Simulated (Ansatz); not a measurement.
# Cs2AgAsF6 (Fm-3m): converging the G0W0 gap

Wanted: a G0W0 gap for Cs2AgAsF6 (Fm-3m) that is converged in bands and cutoff, or an estimate of the limit.

Method: G0W0 on PBE, plane waves, PAW; PAW set soft_1, in Ansatz 0.2.0.

In doubt: one-shot GW on d or f shells is unsure, so the values of those runs are not to be relied on.

## (1) The structure

It takes space group Fm-3m (No. 225, cubic). Conventional cell: a = 9.195 Å, b = 9.195 Å, c = 9.195 Å, α = 90.00°, β = 90.00°, γ = 90.00°. Cs has 12 F at 3.26 Å nearest. Nearest to Ag lie 6 F at 2.51 Å. As has 6 F at 2.08 Å nearest. Nearest to F lie 1 As at 2.08 Å and 1 Ag at 2.51 Å and 4 Cs at 3.26 Å. Farther neighbours and most contacts between anions are not listed.

The cell and positions are those that the Materials Project relaxed with its own functionals (PBE, PBE+U or r2SCAN), kept fixed. Spin-orbit coupling is left out unless a step names it.

## (2) 175 empty bands, screening to 54 eV

G0W0 replaces the xc potential by the self-energy, built once from these orbitals. Only a window of levels is corrected, while the sums run over the empty bands that the input names. This step takes PAW set soft_1 files.

Contents of input.yaml:

```yaml
crystal:
  lattice:
    - [0.0, 4.5976094258, 4.5976094258]
    - [4.5976094258, 0.0, 4.5976094258]
    - [4.5976094258, 4.5976094258, 0.0]
  atoms:
    - { symbol: Cs, position: [0.75, 0.75, 0.75] }
    - { symbol: Cs, position: [0.25, 0.25, 0.25] }
    - { symbol: Ag, position: [0.5, 0.5, 0.5] }
    - { symbol: As, position: [0.0, 0.0, 0.0] }
    - { symbol: F, position: [0.77327897, 0.22672103, 0.22672103] }
    - { symbol: F, position: [0.22672103, 0.22672103, 0.77327897] }
    - { symbol: F, position: [0.22672103, 0.77327897, 0.77327897] }
    - { symbol: F, position: [0.22672103, 0.77327897, 0.22672103] }
    - { symbol: F, position: [0.77327897, 0.22672103, 0.77327897] }
    - { symbol: F, position: [0.77327897, 0.77327897, 0.22672103] }
kpoints:
  mp_grid: { grid: [4, 4, 4] }
hamiltonian:
  xc: pbe
  pseudopotentials: { kind: paw, azcp: { folder: soft_1 } }
scf:
  occupations: { method: fixed }
gw:
  n_empty_bands: 175
  ecut_chi: 54
  qp_bands: [v3, c3]
  qp_kpoints: band_edges
  screening: { model: contour_deformation }
```

Launch:

```
> ansatz run input.yaml --threads 2 --pin off --max-ram 92160MiB --backend cuda --events-out ev --progress --plain --runs-dir out --devices 1 --max-vram 13GiB
```

Numbers of over 12 decimals in the logs are rounded to 6 here.

The log of the run:

```text
GPUs: using 1 of 1 available (devices: 1).
Engine: ansatz 0.2.0, x86_64-unknown-linux-gnu
Pseudopotentials: kind: paw
Pseudopotential: Cs, paw, valence charge 9, recommended cutoff 420 eV (normal), soft_1/Cs.paw.azcp
Pseudopotential: Ag, paw, valence charge 19, recommended cutoff 420 eV (normal), soft_1/Ag.paw.azcp
Pseudopotential: As, paw, valence charge 15, recommended cutoff 420 eV (normal), soft_1/As.paw.azcp
Pseudopotential: F, paw, valence charge 7, recommended cutoff 420 eV (normal), soft_1/F.paw.azcp
Functional definition: PBE
  parameter kappa = 0.804
  parameter beta = 0.066725
  exchange = pbe_x(kappa = kappa, mu = beta*pi^2/3)
  correlation = pbe_c(beta = beta)
device memory: the entry about to start is reckoned to put 2.8 GiB on a device that reports 44.2 GiB free (of which the cap on the GPU budget leaves the run 13.0 GiB)
GPU FFT provider: cuFFT
GPU libraries: cuBLAS 13.8.2, cuFFT 12.4.0, cuSOLVER 12.3.4
Crystal: 10 atoms, lattice volume = 194.369 Å³
Basis set: ecut = 420 eV, 3839 PW (Γ)
Bands: 57, of which v1, the nominal top of the filled ones, is band 47 counted from 1 (46 counted from 0)
Symmetry: 48 space group operations
Space group: Fm-3m (ITA 225), of the structure as read, at distance tolerance 5.8e-5 Å
k-points: 8 of 64
Non-local potential: Cs, projectors of the file, l = 0: 3, l = 1: 2, l = 2: 2, l = 3: 2
Non-local potential: Ag, projectors of the file, l = 0: 3, l = 1: 2, l = 2: 2, l = 3: 1
Non-local potential: As, projectors of the file, l = 0: 2, l = 1: 2, l = 2: 3, l = 3: 1
Non-local potential: F, projectors of the file, l = 0: 2, l = 1: 2, l = 2: 1
PAW form: soft (Blöchl's): semilocal exchange-correlation on the pseudo side does not see the compensation charge
PAW one-centre angular grid: Cs, 194 points (default); XC on 64 Gauss nodes
PAW one-centre angular grid: Ag, 590 points (default); XC on 64 Gauss nodes
PAW one-centre angular grid: As, 590 points (default); XC on 64 Gauss nodes
PAW one-centre angular grid: F, 110 points (default); XC on 64 Gauss nodes
Initial density: superposition of atomic densities (chi_scale 0.1, normalization cell, long waves kept (reshape's long-wave potential 0.02 eV rms))
Initial wavefunctions: pseudopotential atomic-orbital guess
GPU buffer pool allocated for 91125 grid points (all kernels)
GPU transforms: local potential and band sums: pruned to the plane-wave sphere, on 45×45×45
Functional: x = pbe(κ = 0.804, μ = 0.219515), c = pbe(β = 0.066725)
SCF iter   1: F=—  HF=-28658.453366 eV  |F-HF|=—  |Δ(HF+E_count)|=         —  Δρ=1.69e-1  dr2=5.57e1  ethr=3.10e-3  ⟨swp⟩=4.8  Hψ=1489  notcnv=0  defer=44
preconditioner: auto → Resta (q_TF=auto, 2.417 Å⁻¹)  ε∞=4.3  [insulator: Δε(μ)=0.546 eV  Ē_g=12.436 eV  n_scr=58 (ndim 8)  ℏωp=22.6 eV  f_vac=0.022  ε∞_Penn≈4.3]
SCF iter   2: F=—  HF=-28645.530925 eV  |F-HF|=—  |Δ(HF+E_count)|=    1.29e1  Δρ=6.81e-2  dr2=6.11e0  ethr=3.10e-3  ⟨swp⟩=4.0  Hψ=1173  notcnv=0  defer=53
SCF iter   3: F=—  HF=-28644.208080 eV  |F-HF|=—  |Δ(HF+E_count)|=    1.32e0  Δρ=1.89e-2  dr2=1.26e0  ethr=3.10e-3  ⟨swp⟩=2.1  Hψ=867  notcnv=0  defer=46
SCF iter   4: F=—  HF=-28643.850590 eV  |F-HF|=—  |Δ(HF+E_count)|=   3.57e-1  Δρ=5.89e-3  dr2=1.63e-1  ethr=1.34e-3  ⟨swp⟩=3.1  Hψ=734  notcnv=0  defer=58
SCF iter   5: F=—  HF=-28643.805266 eV  |F-HF|=—  |Δ(HF+E_count)|=   4.53e-2  Δρ=2.39e-3  dr2=1.50e-2  ethr=1.74e-4  ⟨swp⟩=3.0  Hψ=900  notcnv=0  defer=58
SCF iter   6: F=—  HF=-28643.805565 eV  |F-HF|=—  |Δ(HF+E_count)|=   2.99e-4  Δρ=8.57e-4  dr2=1.29e-3  ethr=1.60e-5  ⟨swp⟩=2.9  Hψ=808  notcnv=0  defer=58
SCF iter   7: F=—  HF=-28643.805550 eV  |F-HF|=—  |Δ(HF+E_count)|=   1.43e-5  Δρ=3.61e-4  dr2=1.99e-4  ethr=1.38e-6  ⟨swp⟩=2.4  Hψ=783  notcnv=0  defer=58
SCF iter   8: F=—  HF=-28643.805580 eV  |F-HF|=—  |Δ(HF+E_count)|=   2.96e-5  Δρ=9.81e-5  dr2=1.74e-5  ethr=2.11e-7  ⟨swp⟩=2.0  Hψ=789  notcnv=0  defer=57
SCF iter   9: F=—  HF=-28643.805581 eV  |F-HF|=—  |Δ(HF+E_count)|=   9.52e-7  Δρ=1.91e-5  dr2=1.11e-6  ethr=1.85e-8  ⟨swp⟩=2.0  Hψ=817  notcnv=0  defer=45
SCF iter  10: F=-28643.805582 eV  HF=-28643.805582 eV  |F-HF|=5.61e-8  |Δ(HF+E_count)|=   1.02e-6  Δρ=3.71e-6  dr2=3.80e-8  ethr=1.06e-10  ⟨swp⟩=10.5  Hψ=2187  notcnv=0
SCF 1 converged in 10 iterations: F = -28643.805582 eV  dr2 = 3.80e-8
  greatest PAW one-centre occupation: 1.001 electrons in one spin orbital (limit 2), on the Ag atom at site 2 (counted from 0), in its partial waves of l = 0
device memory: the entry about to start is reckoned to put 3.4 GiB on a device that reports 39.0 GiB free (of which the cap on the GPU budget leaves the run 13.0 GiB)
NSCF: frozen V_eff on 8 k-points
the band table was solved once the SCF had ended and its energy, with any forces and stress, was formed, with the checks that follow a solve (1766 applications of the Hamiltonian). They found nothing against the state; the energy, forces and stress were not computed again (output.eigenvalues in the input reference)
device memory: the entry about to start is reckoned to put 2.9 GiB on a device that reports 51.1 GiB free (of which the cap on the GPU budget leaves the run 13.0 GiB)
NSCF: frozen V_eff on 8 k-points
G₀W₀ screening: q 1/8
[... further progress lines ...]
device memory: the entry about to start is reckoned to put 1.2 GiB on a device that reports 45.1 GiB free (of which the cap on the GPU budget leaves the run 13.0 GiB)
NSCF: frozen V_eff on 1 k-points
SCF converged after 10 iterations
Free energy (F): -28643.805582 eV
Harris-Foulkes:  -28643.805582 eV  (|F-HF|=5.61e-8)
Internal energy: -28643.805582 eV  (E = F + TS)
E sigma→0 (E₀):  -28643.805582 eV
Fermi energy:    5.276786 eV
--- Per-component energies (eV) ---
  E_band       = -965.648474
  E_kinetic    = 2033.630065
  E_local      = -10486.856010  (includes V_loc(G=0)·N_el)
  E_nonlocal   = 210.904219
  E_hartree    = 4741.960775
  E_xc         = -1049.062994
  E_vxc        = -1140.216158  (∫ρ·V_xc dr)
  E_paw        = -17320.896836  (= ΣΔE_a)
  E_vpaw       = -1067.042726  (= ΣTr[D̂ρ^β])
  E_aug_tail   = 0.004465  (compensation charges beyond the density's cutoff)
  E_ewald      = -6773.489267
  E_smearing   = -0.000000  (= −TS)
  E_closure    = -0.000000  (closes the sum)
  Σ components = -28643.805582   (vs F -28643.805582, Δ=0.00e0)
--- Band table (eV; the first three rows and the last of 8) ---
  k-point 0: bands = [... 43 lower, 3.5176, 3.5176, 4.2086, 4.2086, 8.9544, 9.0193, 9.0193, 9.0193, ... 6 higher]
  k-point 1: bands = [... 43 lower, 3.5449, 3.8553, 4.0737, 4.0737, 8.1228, 9.4326, 9.4326, 10.2125, ... 6 higher]
  k-point 2: bands = [... 43 lower, 3.5629, 3.9522, 3.9522, 4.2729, 7.7075, 9.9232, 9.9232, 11.0255, ... 6 higher]
  k-point 7: bands = [... 43 lower, 3.5735, 3.6266, 4.0243, 5.1773, 8.4855, 9.6206, 9.6206, 10.3311, ... 6 higher]
--- G₀W₀: contour deformation, 6 samples at zero and on the imaginary axis and 2 off it, 64 q-points, 175 empty bands' worth ---
  eigenvalues of the whole cell's RPA ε∞ on this k-mesh (on a slab, of 1 + 4πα/V) = 2.9487, 2.9487, 2.9487; static W/v taken at q = 0 is 0.339138
  bands read: the sum over 222 bands ends inside a degenerate multiplet in 3 slots, whose members it reads at an even weight; the widest, k=1: bands 222 to 223 (counted from 1) at 1/2 each
  gw.qp_kpoints: band_edges: 8 of 8 stored k-points solved, in 1 pass; an edge of the gap read off the rows below is read off those points alone
    ik  band        ε_KS         Σx   Σc(E_QP)       V_xc       Z   E_QP_lin       E_QP  E_QP is
     0    45      3.5176   -34.7764     5.5293   -27.9235  0.7384     2.1324     2.1940  root
     0    46      4.2086   -35.5779     5.4515   -28.9480  0.7462     2.9876     3.0301  root
     0    47      4.2086   -35.5779     5.4515   -28.9480  0.7462     2.9876     3.0301  root
     0    48      8.9544   -10.7973    -3.3426   -15.2694  0.8013    10.1124    10.0838  root
     0    49      9.0193   -10.1606    -3.3003   -14.6833  0.8081    10.2703    10.2417  root
     0    50      9.0193   -10.1606    -3.3003   -14.6833  0.8081    10.2703    10.2417  root
     1    45      3.8553   -25.6154     3.3589   -21.5573  0.7591     3.1436     3.1561  root
     1    46      4.0737   -35.2501     5.4384   -28.6152  0.7434     2.8296     2.8772  root
     1    47      4.0737   -35.2501     5.4384   -28.6152  0.7434     2.8296     2.8772  root
     1    48      8.1228   -10.2034    -3.3135   -14.6442  0.8109     9.2709     9.2499  root
     1    49      9.4326   -11.6285    -3.2728   -16.2194  0.7968    10.7913    10.7507  root
     1    50      9.4326   -11.6285    -3.2728   -16.2194  0.7968    10.7913    10.7507  root
     2    45      3.9522   -35.0802     5.4648   -28.3994  0.7401     2.6833     2.7362  root
     2    46      3.9522   -35.0802     5.4648   -28.3994  0.7401     2.6833     2.7362  root
     2    47      4.2729   -27.2068     3.5577   -22.9991  0.7611     3.6142     3.6229  root
     2    48      7.7075    -8.9092    -3.5364   -13.5463  0.8172     8.8266     8.8082  root
     2    49      9.9232   -13.7426    -3.3163   -18.5238  0.7777    11.4538    11.3881  root
     2    50      9.9232   -13.7426    -3.3163   -18.5238  0.7777    11.4538    11.3881  root
     3    45      3.5724   -34.8757     5.5735   -27.9837  0.7392     2.1946     2.2539  root
     3    46      4.2098   -35.5928     5.4559   -28.9579  0.7461     2.9880     3.0308  root
     3    47      4.4785   -30.5233     4.1644   -25.4760  0.7603     3.5775     3.5957  root
     3    48      8.3877   -11.0327    -3.2301   -15.4116  0.8055     9.5600     9.5365  root
     3    49      9.3568   -11.3092    -3.3535   -15.9802  0.7974    10.7144    10.6743  root
     3    50      9.3568   -11.3092    -3.3535   -15.9802  0.7974    10.7144    10.6743  root
[...]
6    49      9.5169   -12.1878    -3.1924   -16.6934  0.7955    10.8705    10.8302  root
     6    50      9.6809   -12.5067    -3.4490   -17.3751  0.7847    11.1580    11.1002  root
     7    45      3.6266   -34.9979     5.6142   -28.0675  0.7400     2.2530     2.3104  root
     7    46      4.0243   -35.1313     5.4315   -28.4971  0.7421     2.7714     2.8216  root
     7    47      5.1773   -31.6007     4.1048   -26.7611  0.7669     4.4328     4.4426  root
     7    48      8.4855    -9.5205    -3.6921   -14.4026  0.8041     9.7046     9.6755  root
     7    49      9.6206   -12.4745    -3.3291   -17.1819  0.7888    11.0494    10.9990  root
     7    50      9.6206   -12.4745    -3.3291   -17.1819  0.7888    11.0494    10.9990  root
```

It took 15 s on 1 × NVIDIA H100 80GB HBM3 (shared by 6 runs) with 2 threads of AMD EPYC 7R13 (Zen 3), shared host; peak memory 1.3 GiB.

In the SCF lines HF is the Harris–Foulkes energy and dr2 the Hartree energy of the density residual, in eV; the loop may stop once dr2 is under the threshold and the program's other checks hold. Hψ counts applications of the Hamiltonian.

This step gave:

```
bands summed                                 : 222
RPA ε∞ on this mesh (eigenvalues)            : 2.949, 2.949, 2.949
plane waves in the screening matrix          : 169
q-points in the mesh                         : 64
G0W0 gap on the mesh                         : 4.253 eV
k of the valence top                         : 0, -0.5, -0.5
k of the conduction bottom                   : 0, 0, -0.5
starting gap on the mesh                     : 2.431 eV
Z at the valence top                         : 0.7683
Z at the conduction bottom                   : 0.8172
least direct G0W0 gap on the computed points : 5.171 eV
```

The gap on the mesh goes from 2.43 eV to 4.25 eV, a correction of +1.82 eV. Between the two edge states, bare exchange in place of the xc potential would open the gap by 9.42 eV, and correlation takes back 7.60 eV.

## (3) 495 empty bands, screening to 108 eV

Bands and screening cutoff are moved together, since each hides the error of the other.

Changes to input.yaml since step 2:

```diff
@@ -24,4 +24,4 @@
 gw:
-  n_empty_bands: 175
-  ecut_chi: 54
+  n_empty_bands: 495
+  ecut_chi: 108
   qp_bands: [v3, c3]
```

The log of the run:

```text
GPUs: using 1 of 1 available (devices: 1).
[...]
GPU FFT provider: cuFFT
GPU libraries: cuBLAS 13.8.2, cuFFT 12.4.0, cuSOLVER 12.3.4
Crystal: 10 atoms, lattice volume = 194.369 Å³
Basis set: ecut = 420 eV, 3839 PW (Γ)
Bands: 57, of which v1, the nominal top of the filled ones, is band 47 counted from 1 (46 counted from 0)
Symmetry: 48 space group operations
[...]
k-points: 8 of 64
[...]
GPU buffer pool allocated for 91125 grid points (all kernels)
[...]
SCF iter   1: F=—  HF=-28658.453366 eV  |F-HF|=—  |Δ(HF+E_count)|=         —  Δρ=1.69e-1  dr2=5.57e1  ethr=3.10e-3  ⟨swp⟩=4.8  Hψ=1489  notcnv=0  defer=44
[...]
SCF iter  10: F=-28643.805582 eV  HF=-28643.805582 eV  |F-HF|=5.61e-8  |Δ(HF+E_count)|=   1.02e-6  Δρ=3.71e-6  dr2=3.80e-8  ethr=1.06e-10  ⟨swp⟩=10.5  Hψ=2187  notcnv=0
SCF 1 converged in 10 iterations: F = -28643.805582 eV  dr2 = 3.80e-8
[...]
NSCF: frozen V_eff on 8 k-points
[...]
G₀W₀ screening: q 1/8
[... further progress lines ...]
[...]
SCF converged after 10 iterations
Free energy (F): -28643.805582 eV
[...]
Internal energy: -28643.805582 eV  (E = F + TS)
E sigma→0 (E₀):  -28643.805582 eV
Fermi energy:    5.276786 eV
[...]
--- Band table (eV; the first three rows and the last of 8) ---
  k-point 0: bands = [... 43 lower, 3.5176, 3.5176, 4.2086, 4.2086, 8.9544, 9.0193, 9.0193, 9.0193, ... 6 higher]
  k-point 1: bands = [... 43 lower, 3.5449, 3.8553, 4.0737, 4.0737, 8.1228, 9.4326, 9.4326, 10.2125, ... 6 higher]
  k-point 2: bands = [... 43 lower, 3.5629, 3.9522, 3.9522, 4.2729, 7.7075, 9.9232, 9.9232, 11.0255, ... 6 higher]
  k-point 7: bands = [... 43 lower, 3.5735, 3.6266, 4.0243, 5.1773, 8.4855, 9.6206, 9.6206, 10.3311, ... 6 higher]
[...]
0    45      3.5176   -34.7764     5.3498   -27.9235  0.7337     1.9303     2.0144  root
     0    46      4.2086   -35.5779     5.2797   -28.9480  0.7400     2.7992     2.8584  root
     0    47      4.2086   -35.5779     5.2797   -28.9480  0.7400     2.7992     2.8584  root
     0    48      8.9544   -10.7973    -3.5211   -15.2694  0.7971     9.9239     9.9053  root
     0    49      9.0193   -10.1606    -3.5372   -14.6833  0.8039    10.0219    10.0047  root
     0    50      9.0193   -10.1606    -3.5372   -14.6833  0.8039    10.0219    10.0047  root
     1    45      3.8553   -25.6154     3.2313   -21.5573  0.7518     3.0103     3.0285  root
     1    46      4.0737   -35.2501     5.2611   -28.6152  0.7375     2.6336     2.6999  root
[...]
7    47      5.1773   -31.6007     3.9493   -26.7611  0.7582     4.2725     4.2871  root
     7    48      8.4855    -9.5205    -3.9340   -14.4026  0.8008     9.4505     9.4334  root
     7    49      9.6206   -12.4745    -3.5639   -17.1819  0.7831    10.7957    10.7642  root
     7    50      9.6206   -12.4745    -3.5639   -17.1819  0.7831    10.7957    10.7642  root
```

Run time: 31 s. Hardware: 1 × NVIDIA H100 80GB HBM3 (shared by 6 runs) with 2 threads; peak memory 1.9 GiB; 38 s of CPU time.

This step gave:

```yaml
bands_summed: 542
rpa_eps_infinity_on_this_mesh_eigenvalues: 2.938, 2.938, 2.938
plane_waves_in_the_screening_matrix: 531
q_points_in_the_mesh: 64
g0w0_gap_on_the_mesh: 4.162 eV
k_of_the_valence_top: 0, -0.5, -0.5
k_of_the_conduction_bottom: 0, 0, -0.5
starting_gap_on_the_mesh: 2.431 eV
z_at_the_valence_top: 0.7596
z_at_the_conduction_bottom: 0.8143
least_direct_g0w0_gap_on_the_computed_points: 5.059 eV
```

Against the run with 4×4×4 mesh, 175 empty bands, screening to 54 eV, PAW set soft_1 files, the gap moves by −0.09 eV.

## (4) 1065 empty bands, screening to 180 eV

Changes to input.yaml since step 3:

```diff
@@ -24,4 +24,4 @@
 gw:
-  n_empty_bands: 495
-  ecut_chi: 108
+  n_empty_bands: 1065
+  ecut_chi: 180.0
   qp_bands: [v3, c3]
```

The log of the run:

```text
GPUs: using 1 of 1 available (devices: 1).
[...]
GPU FFT provider: cuFFT
GPU libraries: cuBLAS 13.8.2, cuFFT 12.4.0, cuSOLVER 12.3.4
Crystal: 10 atoms, lattice volume = 194.369 Å³
Basis set: ecut = 420 eV, 3839 PW (Γ)
Bands: 57, of which v1, the nominal top of the filled ones, is band 47 counted from 1 (46 counted from 0)
Symmetry: 48 space group operations
[...]
k-points: 8 of 64
[...]
1    46      4.0737   -35.2501     5.1534   -28.6152  0.7365     2.5142     2.5922  root
[...]
7    47      5.1773   -31.6007     3.7593   -26.7611  0.7547     4.0750     4.0971  root
     7    48      8.4855    -9.5205    -4.0376   -14.4026  0.8000     9.3429     9.3299  root
     7    49      9.6206   -12.4745    -3.7006   -17.1819  0.7819    10.6516    10.6275  root
     7    50      9.6206   -12.4745    -3.7006   -17.1819  0.7819    10.6516    10.6275  root
[key lines of the parts left out:]
SCF converged after 10 iterations
Free energy (F): -28643.805582 eV
Fermi energy:    5.276786 eV
```

It took 79 s on 1 × NVIDIA H100 80GB HBM3 (shared by 6 runs) with 2 threads; peak memory 3.6 GiB; 2.1 min of CPU time.

This step gave:

```yaml
bands_summed: 1112
rpa_eps_infinity_on_this_mesh_eigenvalues: 2.927, 2.927, 2.927
plane_waves_in_the_screening_matrix: 1067
g0w0_gap_on_the_mesh: 4.259 eV
k_of_the_valence_top: 0, -0.5, -0.5
k_of_the_conduction_bottom: 0, 0, -0.5
starting_gap_on_the_mesh: 2.431 eV
least_direct_g0w0_gap_on_the_computed_points: 5.168 eV
```

Against the run with 4×4×4 mesh, 495 empty bands, screening to 108 eV, PAW set soft_1 files, the gap moves by +0.10 eV.

(Part 1 of 2 ends here.)

[Paths, hosts, dates, memory and timing lines, banners, echoed tables and standing remarks are left out of the program output.]

[Logs are printed without paths, hosts, clocks, repeated set-up lines and the standing remarks that a program may print on its own settings, such as how far it seeks lower states.]

[Runs of the session that timed out or met a known fault of the program may be left out.]

[Cells called generated may have been cut or substituted from an entry of the Crystallography Open Database or the Materials Project.]

[Hosts, paths, dates, database ids (printed as entryN), source tags and the programs' standing remarks are cut or masked in the printed files.]
